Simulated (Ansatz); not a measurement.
# CdC2 (built on the sites of a database entry of MgC2): following an unstable mode, part 2 of 3

Aim: this structure of CdC2 (built on the sites of a database entry of MgC2) is to be tested for unstable modes, and one is followed downhill.

Ansatz 0.2.0; DFT PBE, scalar-relativistic, plane waves, norm-conserving pseudopotentials.

So far, highest frequency on the path or at a solved wavevector (cm⁻¹): step 2 (the dispersion) 1950. Also lowest frequency on the path (cm⁻¹): step 2 -82.7.

The structure was built from a prototype and need not be the compound's stable phase.

## (6) Relaxing from the distorted cell

Starting from the lowest point found, all atoms and the cell are let go, so that strain and other modes of the same symmetry can join in.

input.yaml reads:

```yaml
crystal:
  lattice:
    - [3.9651099776, 0.0, 0.0]
    - [0.0, 3.9651099776, 0.0]
    - [0.0, 0.0, 5.9125324408]
  atoms:
    - { symbol: Cd, position: [0.5, 0.5, -0.011565521] }
    - { symbol: Cd, position: [0.0, 0.0, 0.488434479] }
    - { symbol: C, position: [0.8884665355, 0.8884665355, 0.0541223246] }
    - { symbol: C, position: [0.6115334645, 0.3884665355, 0.5541223246] }
    - { symbol: C, position: [0.1115334645, 0.1115334645, 0.0541223246] }
    - { symbol: C, position: [0.3884665355, 0.6115334645, 0.5541223246] }
kpoints:
  mp_grid: { grid: [8, 8, 4] }
hamiltonian:
  xc: pbe
  pseudopotentials: { kind: nc }
scf:
  occupations: { method: fixed }
output:
  forces: true
  stress: true
  eigenvalues: true
  write_density: true
  write_potential: true
  elf: true
  volumetric_format: npy
relax:
  adjacent_minimum: "off"
  f_tol: 0.002
  max_steps: 120
  cell: { stress_tol: 0.03 }
```

The run is started by

```bash
ansatz run input.yaml --threads 8 --pin off --max-ram 14336MiB --backend cpu --events-out ev --progress --plain --runs-dir out
```

Numbers of over 12 decimals in the logs are rounded to 6 here.

The log of the run:

```text
[...]
Crystal: 6 atoms, lattice volume = 92.957 Å³
Basis set: ecut = 1115.666836 eV, 7829 PW (Γ), exchange–correlation on 90×90×144 points (8 copies of the dense FFT grid, shifted against one another)
Bands: 34, of which v1, the nominal top of the filled ones, is band 28 counted from 1 (27 counted from 0)
Symmetry: 8 space group operations
[...]
k-points: 45 of 256 (time reversal used)
[...]
SCF iter   1: F=—  HF=-10187.783995 eV  |F-HF|=—  |Δ(HF+E_count)|=         —  Δρ=9.88e-2  dr2=9.34e0  ethr=3.10e-3  ⟨swp⟩=5.0  Hψ=5962  notcnv=0  defer=167
[...]
SCF iter   8: F=-10184.468993 eV  HF=-10184.468993 eV  |F-HF|=2.88e-8  |Δ(HF+E_count)|=   8.34e-7  Δρ=9.32e-6  dr2=9.50e-8  ethr=1.79e-10  ⟨swp⟩=20.7  Hψ=17318  notcnv=0
SCF 1 converged in 8 iterations: F = -10184.468993 eV  dr2 = 9.50e-8
relax step   1: F+E_penalty+E_count = -10184.46899326 eV  Δ(F+E_penalty+E_count) = +0.000e0 eV  max|allowed force component| = 2.406e-1 eV/Å  Δτ_max = 0.0000 Å  P = -0.121 GPa  Ω = 92.957 Å³  (8 SCF iters, dr2 threshold 1.00e-7 eV, accepted)
Crystal: 6 atoms, lattice volume = 92.697 Å³
Basis set: ecut = 1115.666836 eV, 7813 PW (Γ), exchange–correlation on 90×90×144 points (8 copies of the dense FFT grid, shifted against one another)
[...]
iter 1 solved again at ethr=6.66e-7 eV; its pass at ethr=3.10e-3 eV (dr2=3.73e-4 eV) is discarded
[...]
SCF iter   4: F=-10184.473425 eV  HF=-10184.473425 eV  |F-HF|=6.42e-8  |Δ(HF+E_count)|=   5.99e-7  Δρ=1.42e-5  dr2=2.12e-7  ethr=1.07e-9  ⟨swp⟩=20.7  Hψ=17163  notcnv=0
SCF 2 converged in 4 iterations: F = -10184.473425 eV  dr2 = 2.12e-7
relax step   2: F+E_penalty+E_count = -10184.47342471 eV  Δ(F+E_penalty+E_count) = -4.431e-3 eV  max|allowed force component| = 2.979e-2 eV/Å  Δτ_max = 0.0037 Å  P = +0.059 GPa  Ω = 92.697 Å³  energy of the carried Pulay correction = +3.343e-5 eV  (4 SCF iters, dr2 threshold 6.00e-7 eV, accepted)
Crystal: 6 atoms, lattice volume = 92.913 Å³
[...]
SCF iter   5: F=-10184.473767 eV  HF=-10184.473767 eV  |F-HF|=1.48e-9  |Δ(HF+E_count)|=   6.10e-8  Δρ=4.63e-6  dr2=2.55e-8  ethr=2.03e-10  ⟨swp⟩=11.2  Hψ=11891  notcnv=0
SCF 3 converged in 5 iterations: F = -10184.473767 eV  dr2 = 2.55e-8
relax step   3: F+E_penalty+E_count = -10184.47376718 eV  Δ(F+E_penalty+E_count) = -3.425e-4 eV  max|allowed force component| = 1.334e-2 eV/Å  Δτ_max = 0.0025 Å  P = -0.047 GPa  Ω = 92.913 Å³  energy of the carried Pulay correction = +5.632e-6 eV  (5 SCF iters, dr2 threshold 1.13e-7 eV, accepted)
[...]
relax step   4: F+E_penalty+E_count = -10184.47389533 eV  Δ(F+E_penalty+E_count) = -1.281e-4 eV  max|allowed force component| = 1.061e-2 eV/Å  Δτ_max = 0.0035 Å  P = -0.013 GPa  Ω = 92.876 Å³  energy of the carried Pulay correction = +1.043e-5 eV  (5 SCF iters, dr2 threshold 1.11e-8 eV, accepted)
[...]
relax step   5: F+E_penalty+E_count = -10184.47404277 eV  Δ(F+E_penalty+E_count) = -1.474e-4 eV  max|allowed force component| = 1.429e-3 eV/Å  Δτ_max = 0.0090 Å  P = -0.011 GPa  Ω = 92.853 Å³  energy of the carried Pulay correction = +1.338e-5 eV  (6 SCF iters, dr2 threshold 7.04e-9 eV, accepted)
[...]
SCF iter   1: F=—  HF=-10184.474001 eV  |F-HF|=—  |Δ(HF+E_count)|=         —  Δρ=1.44e-5  dr2=1.37e-8  ethr=1.43e-7  ⟨swp⟩=5.4  Hψ=11801  notcnv=0  defer=180
eigensolver tolerance schedule: the retry pair's looser diagonalisation over-reported the residual by 5816.62 of it (diagonalisation noise at 0.37 of the residual, at the tolerance the schedule requests for it); recorded, not acted on — ethr = c·dr2/N_el stays at c = 1.0e-1
[...]
SCF iter   2: F=—  HF=-10184.474021 eV  |F-HF|=—  |Δ(HF+E_count)|=   2.04e-5  Δρ=7.37e-6  dr2=3.59e-9  ethr=2.45e-11  ⟨swp⟩=4.1  Hψ=4329  notcnv=0  defer=180
[...]
SCF iter   5: F=-10184.474021 eV  HF=-10184.474021 eV  |F-HF|=3.64e-12  |Δ(HF+E_count)|=  1.82e-11  Δρ=4.41e-8  dr2=1.34e-12  ethr=1.00e-12  ⟨swp⟩=16.1  Hψ=11633  notcnv=0
SCF 6 converged in 5 iterations: F = -10184.474021 eV  dr2 = 1.34e-12
relax step   6: F+E_penalty+E_count = -10184.47402104 eV  Δ(F+E_penalty+E_count) = +2.173e-5 eV  max|allowed force component| = 1.442e-3 eV/Å  Δτ_max = 0.0000 Å  P = -0.011 GPa  Ω = 92.853 Å³  stress off target by 1.33e-2 GPa  SCF on the basis re-selected at this cell (its energy is not comparable with the rows above)  (5 SCF iters)
basis re-selected at this cell: Δ(F+E_penalty+E_count) = +2.173e-5 eV, ΔP = -0.000 GPa vs the last step (what re-selecting the basis moved, of the pressure what is left beyond the Pulay correction that the steps carried, after the strain that the cell walked since its last selection, with what the two solves' SCF thresholds leave and, on support functions, any second-order correction that the steps lacked; it is no m [...]
SCF converged after 5 iterations
Free energy (F): -10184.474021 eV
[...]
Internal energy: -10184.474021 eV  (E = F + TS)
E sigma→0 (E₀):  -10184.474021 eV
Fermi energy:    7.083430 eV
[...]
--- Forces (eV/Å), atoms counted from 1 ---
  atom   1  Cd    -0.00000000    -0.00000000     0.00066972
  atom   2  Cd     0.00000000     0.00000000     0.00066972
  atom   3  C      0.00144175     0.00144175    -0.00033513
  atom   4  C     -0.00144175     0.00144175    -0.00033513
  atom   5  C     -0.00144175    -0.00144175    -0.00033513
  atom   6  C      0.00144175    -0.00144175    -0.00033513
  max |Σ_I F_I| component: 1.05e-6 eV/Å
--- Stress (GPa, compression-positive) ---
       -0.010231      -0.000000      -0.000000
       -0.000000      -0.010231      -0.000000
       -0.000000      -0.000000      -0.013295
  P = ⅓ Tr σ = -0.0113 GPa (-0.113 kbar)
--- Band table (eV; the first three rows and the last of 45) ---
  k-point 0: bands = [... 24 lower, 4.6583, 5.8804, 5.8804, 6.1105, 10.7540, 11.8036, 12.7350, 12.7350, ... 2 higher]
  k-point 1: bands = [... 24 lower, 5.2603, 5.8499, 5.8499, 6.2634, 10.8725, 11.6014, 12.6244, 12.6244, ... 2 higher]
  k-point 2: bands = [... 24 lower, 5.8178, 5.8178, 6.1076, 6.1076, 11.1976, 11.1976, 12.5252, 12.5252, ... 2 higher]
  k-point 44: bands = [... 24 lower, 4.0053, 4.3360, 6.4990, 6.9055, 11.6004, 11.6004, 11.8963, 12.3002, ... 2 higher]
--- Relaxed structure (5 steps of the walk, 5 accepted, 1 SCFs on fresh bases) ---
  F+E_penalty+E_count = -10184.47402104 eV   max|allowed force component| = 1.442e-3 eV/Å   (the final SCF, on the basis selected at the relaxed cell)
  cell:  # Å, volume = 92.8531 Å³
    - [3.949782, 0.0, 0]
    - [0.0, 3.949782, 0.0]
    - [0, 0.0, 5.951821]
  atoms:
    - { symbol: Cd, position: [0.5, 0.5, -0.00910328] }
    - { symbol: Cd, position: [0, 0, 0.490897] }
    - { symbol: C, position: [0.887791, 0.887791, 0.052891] }
    - { symbol: C, position: [0.612209, 0.387791, 0.552891] }
    - { symbol: C, position: [0.112209, 0.112209, 0.052891] }
    - { symbol: C, position: [0.387791, 0.612209, 0.552891] }
```

Elapsed: 19 s, on 8 threads of Intel Xeon 6975P-C (Granite Rapids), shared host; peak memory 1.1 GiB.

Relaxation path:

```
step  energy less that of the first step (eV)  largest force component (eV/Å)  pressure (GPa)  volume (Å³)
   1                                   0.0000                          0.2406           -0.12        92.96
   2                                  -0.0044                          0.0298            0.06        92.70
   3                                  -0.0048                          0.0133           -0.05        92.91
   4                                  -0.0049                          0.0106           -0.01        92.88
   5                                  -0.0050                          0.0014           -0.01        92.85
  6*                                  -0.0050                          0.0014           -0.01        92.85
```

Relaxation steps marked * repeat the geometry before them on a plane-wave basis chosen anew for their cell, so energy and pressure can jump there.

Forces are held to the 8 operations that the run works with; a distortion that breaks them can't arise in this run.

```
conventional cell, symmetrised  before  after  change
                         a (Å)   3.965  3.950  -0.4 %
                         b (Å)   3.965  3.950  -0.4 %
                         c (Å)   5.913  5.952  +0.7 %
              volume (Å³/atom)   15.49  15.48  -0.1 %
```

The atoms that moved most (Å, as changes of fractional coordinates times the final cell):

```
atom      dx      dy      dz  length
 Cd1   0.000   0.000   0.015   0.015
 Cd2   0.000   0.000   0.015   0.015
  C6  -0.003   0.003  -0.007   0.008
  C3  -0.003  -0.003  -0.007   0.008
  C4   0.003  -0.003  -0.007   0.008
  C5   0.003   0.003  -0.007   0.008
```

Final coordinates:

```cif
data_structure
_symmetry_space_group_name_H-M 'P 1'
_symmetry_Int_Tables_number 1
_cell_length_a 3.9498
_cell_length_b 3.9498
_cell_length_c 5.9518
_cell_angle_alpha 90.000
_cell_angle_beta 90.000
_cell_angle_gamma 90.000
_cell_volume 92.85
loop_
_atom_site_label
_atom_site_type_symbol
_atom_site_fract_x
_atom_site_fract_y
_atom_site_fract_z
_atom_site_occupancy
Cd1 Cd 0.50000 0.50000 0.99090 1
Cd2 Cd 0.00000 0.00000 0.49090 1
C3 C 0.88779 0.88779 0.05289 1
C4 C 0.61221 0.38779 0.55289 1
C5 C 0.11221 0.11221 0.05289 1
C6 C 0.38779 0.61221 0.55289 1
```

This step gave:

* pressure: -0.01125 GPa
* gap on the k-mesh: 3.264 eV
* volume per atom: 15.48 Å³

Electrostatic potential energy in the ab plane at fractional z = 0.053, with atoms of C within 0.2 Å of it. With pseudopotentials it is smooth inside the atoms' cores, unlike the true potential.

Ten even steps from '0' (-88 eV) to '9' (12 eV), each cell a mean:
```
68899999998412
68999999998401
79999999998644
99999988899888
99999765689999
99998510268999
99998300058999
99998510168999
99998753579999
98899888899999
75579999999999
41258999999998
41158999999988
64479999999766
```
Columns run along a (3.9 Å; values clipped at the 3rd and 97th percentile), rows up along b (3.9 Å). Atoms in or near the plane, at fractional coordinates: C at (0.89, 0.89), C at (0.11, 0.11).

ELF in the ab plane at fractional z = 0.053, with atoms of C within 0.2 Å of it. It is the smooth field of the valence electrons, not physical close to the nuclei.

Ten even steps from '_' (0.07) to '@' (0.91), each cell a mean:
```
@@@@%%##++::____--%%%%==__--
##%%%%++::____..==%%@@++____
####++::______..::**@@@@++==
##++::____..::::..::##@@@@%%
++::____..--++++==..::**%%%%
..______::++######==..::==--
______..--**######++::....__
..--::..::++######++::______
++####--..--++**++--..____::
##%%@@%%==..::--::..____::++
****%%@@%%--....______::++##
==__--%%@@##::______::++%%%%
**..__**%%##--____::++##%%@@
@@**==**##++..__..++######@@
```
Columns run along a (3.9 Å), rows up along b (3.9 Å). Atoms in or near the plane, at fractional coordinates: C at (0.89, 0.89), C at (0.11, 0.11).

Valence density in the ab plane at fractional z = 0.053, with atoms of C within 0.2 Å of it. It is the smooth field of the valence electrons, not physical close to the nuclei.

Ten steps, logarithmic in the rise over the least value, from '_' (0 e/Å³) to '@' (13 e/Å³), each cell a mean:
```
**++==--..________::==++++**
++==--::..______..::==++==++
==--::..____....::::==++++++
--::..__..::----------======
..____..::==******==--::::::
______..==##%%@@%%**--::..__
______::==%%@@@@@@**--..____
____..::==##@@@@%%**--..____
..::::::--++##%%##==::______
----==------======::..__....
==++++==--::::::....__..::--
++++++++==::..______..::--==
**++++++--::________::--==++
****++==--..______..--==++**
```
Columns run along a (3.9 Å), rows up along b (3.9 Å). Atoms in or near the plane, at fractional coordinates: C at (0.89, 0.89), C at (0.11, 0.11).

The distorted start has space group P4_2nm; the relaxation ends in P4_2nm.

## (7) The new phase in its own primitive cell

The relaxed structure is symmetrised, reduced to its primitive cell and relaxed tightly, as its phonons need.

input.yaml reads:

```yaml
crystal:
  lattice:
    - [3.949782441, 0.0, 0.0]
    - [0.0, 3.949782441, 0.0]
    - [0.0, 0.0, 5.9518214026]
  atoms:
    - { symbol: Cd, position: [0.5, 0.5, 0.9908967232] }
    - { symbol: Cd, position: [0.0, 0.0, 0.4908967232] }
    - { symbol: C, position: [0.8877906901, 0.8877906901, 0.0528912025] }
    - { symbol: C, position: [0.6122093099, 0.3877906901, 0.5528912025] }
    - { symbol: C, position: [0.1122093099, 0.1122093099, 0.0528912025] }
    - { symbol: C, position: [0.3877906901, 0.6122093099, 0.5528912025] }
kpoints:
  mp_grid: { grid: [6, 6, 4] }
hamiltonian:
  xc: pbe
  pseudopotentials: { kind: nc }
scf:
  occupations: { method: fixed }
output:
  forces: true
  stress: true
  eigenvalues: true
relax:
  adjacent_minimum: "off"
  f_tol: 0.001
  max_steps: 60
  cell: { stress_tol: 0.01 }
```

The log of the run:

```text
[...]
Crystal: 6 atoms, lattice volume = 92.853 Å³
Basis set: ecut = 1115.666836 eV, 7829 PW (Γ), exchange–correlation on 90×90×144 points (8 copies of the dense FFT grid, shifted against one another)
Bands: 34, of which v1, the nominal top of the filled ones, is band 28 counted from 1 (27 counted from 0)
Symmetry: 8 space group operations
[...]
cell:  # Å, volume = 92.8320 Å³
    - [3.949746, 0.0, 0]
    - [0.0, 3.949746, 0.0]
    - [0, 0.0, 5.950585]
  atoms:
    - { symbol: Cd, position: [0.5, 0.5, 0.990928] }
    - { symbol: Cd, position: [0, 0, 0.490928] }
    - { symbol: C, position: [0.887792, 0.887792, 0.052876] }
    - { symbol: C, position: [0.612208, 0.387792, 0.552876] }
    - { symbol: C, position: [0.112208, 0.112208, 0.052876] }
    - { symbol: C, position: [0.387792, 0.612208, 0.552876] }
[key lines of the parts left out:]
SCF converged after 9 iterations
Free energy (F): -10184.473973 eV
Fermi energy:    6.976380 eV
P = ⅓ Tr σ = 0.0011 GPa (0.011 kbar)
```

Wall time 6.9 s (8 threads); peak memory 1 GiB.

Little changed from the start: no atom moved by 0.005 Å and no cell edge by 0.1 %.

This step gave:

```
pressure           : 0.001122 GPa
gap on the k-mesh  : 3.374 eV
volume per atom    : 15.47 Å³
direct gap on mesh : 3.462 eV
```

The largest force component left is 0.70 meV/Å and the pressure is 0.001 GPa, within the tolerances set. The cell now holds 15.47 Å³/atom.

[end of part 2 of 3]

[Logs are printed without paths, hosts, clocks, repeated set-up lines and the standing remarks that a program may print on its own settings, such as how far it seeks lower states.]

[Hosts, paths, dates, database ids (printed as entryN), source tags and the programs' standing remarks are cut or masked in the printed files.]
